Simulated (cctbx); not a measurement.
**Diagnosing a refinement**

Cell a = 4.4910 Å, b = 17.0040 Å, c = 7.3280 Å, α = 90.00°, β = 90.00°, γ = 90.00°; space group Cmcm (no. 63).

The data are simulated with cctbx, not measured: synchrotron X-rays, λ = 0.7749 Å, to d = 0.7 Å, 50 % of the full sphere, strongest reflection 40000 counts, noise from counting, a 3 % proportional error and a noise floor of 15 counts (s.d.); no absorption.

An anisotropic refinement with weights 1/σ² prints:

```text
Rint 0.029, 502 unique reflections to 0.70 A
cycle     R1     wR2    GooF  max shift (A)
   1  0.1304  0.3029   9.783   0.01419
   2  0.0470  0.1317   4.253   0.00012
final R1 0.0470 wR2 0.1317 GooF 4.253  parameters 22  data/parameter 22.8
atom        x        y        z      Ueq    occ   su(xyz)  su(Uiso or U11)
In1    0.00000  0.88217  0.75000  -0.0015  1.000  0.00008  0.0006  NPD
Sn1    0.50000  0.81432  0.45931   0.0112  1.000  0.00018  0.0006
In2    0.50000  0.57264  0.75000   0.0050  1.000  0.00010  0.0007
La1    0.50000  0.00000  0.50000   0.0146  1.000  0.00000  0.0008
Be1    0.50000  0.72809  0.75000   0.0103  1.000  0.00221  0.0169  NPD
difference map: max 8.08 min -6.81 rms 0.85
Q1    0.0000  0.1369  0.2500    4    8.21  0.32 A from In1
Q2    0.0000  0.0995  0.2500    4    7.74  0.31 A from In1
Q3    0.0000  0.0408  0.2500    4    2.37  1.31 A from In1
Q4    0.0000  0.2245  0.6752    8    2.16  0.55 A from Be1
Q5    0.0000  0.3221  0.0378    8    2.10  0.13 A from Sn1
Q6    0.0000  0.0967  0.6511    8    2.02  0.83 A from In2
```

Q: Accept it or mend it, and why?

Mend it. The fault: elements exchanged: La1 is In and In1 is La. Against the right model at the same level, R1 goes from 0.0130 to 0.0470 and GooF from 0.89 to 4.25, U of In1 shrinks from 0.0061 to -0.0015 Å², U of La1 swells from 0.0062 to 0.0146 Å², the top difference peak, 8.2 e/Å³, lies on In1, a hole of -6.8 e/Å³ opens and In1 and Be1 go non-positive-definite. La1 has 8 electrons too many and its U swells to shed them, as expected; In1 has 8 electrons too few and its U shrinks to make up, as expected.

The compound is LaBeIn2Sn2. The right model at the same level gives:

```text
Rint 0.029, 502 unique reflections to 0.70 A
cycle     R1     wR2    GooF  max shift (A)
   1  0.0210  0.0492   1.589   0.00141
   2  0.0130  0.0277   0.893   0.00003
final R1 0.0130 wR2 0.0277 GooF 0.893  parameters 22  data/parameter 22.8
atom        x        y        z      Ueq    occ   su(xyz)  su(Uiso or U11)
La1    0.00000  0.88220  0.75000   0.0061  1.000  0.00002  0.0001
Sn1    0.50000  0.81444  0.45938   0.0109  1.000  0.00004  0.0001
In1    0.50000  0.57268  0.75000   0.0050  1.000  0.00002  0.0002
In2    0.50000  0.00000  0.50000   0.0062  1.000  0.00000  0.0002
Be1    0.50000  0.72718  0.75000   0.0102  1.000  0.00046  0.0031
difference map: max 1.27 min -1.37 rms 0.28
Q1    0.0000  0.0948  0.6571    8    1.43  0.78 A from In1
Q2    0.0000  0.1484  0.2500    4    1.26  0.52 A from La1
Q3    0.0000  0.0487  0.2500    4    1.23  1.18 A from La1
Q4    0.0000  0.4720  0.7500    4    1.10  1.89 A from In2
Q5    0.0000  0.0506  0.0232    8    1.02  2.02 A from La1
Q6    0.0000  0.0252  0.1361    8    1.01  1.78 A from La1
```

Isotropic U is held between 0.0001 and 1 Å² by the program, and listed peak heights are interpolated, so they can pass the grid's maximum.

The model was made for the exercise: a known structure type with other elements put in, its volume estimated, not relaxed; displacement parameters are assumed.

[Middle refinement cycles are left out of these outputs.]

[Logs are printed without paths, hosts, clocks, repeated set-up lines and the standing remarks that a program may print on its own settings, such as how far it seeks lower states.]
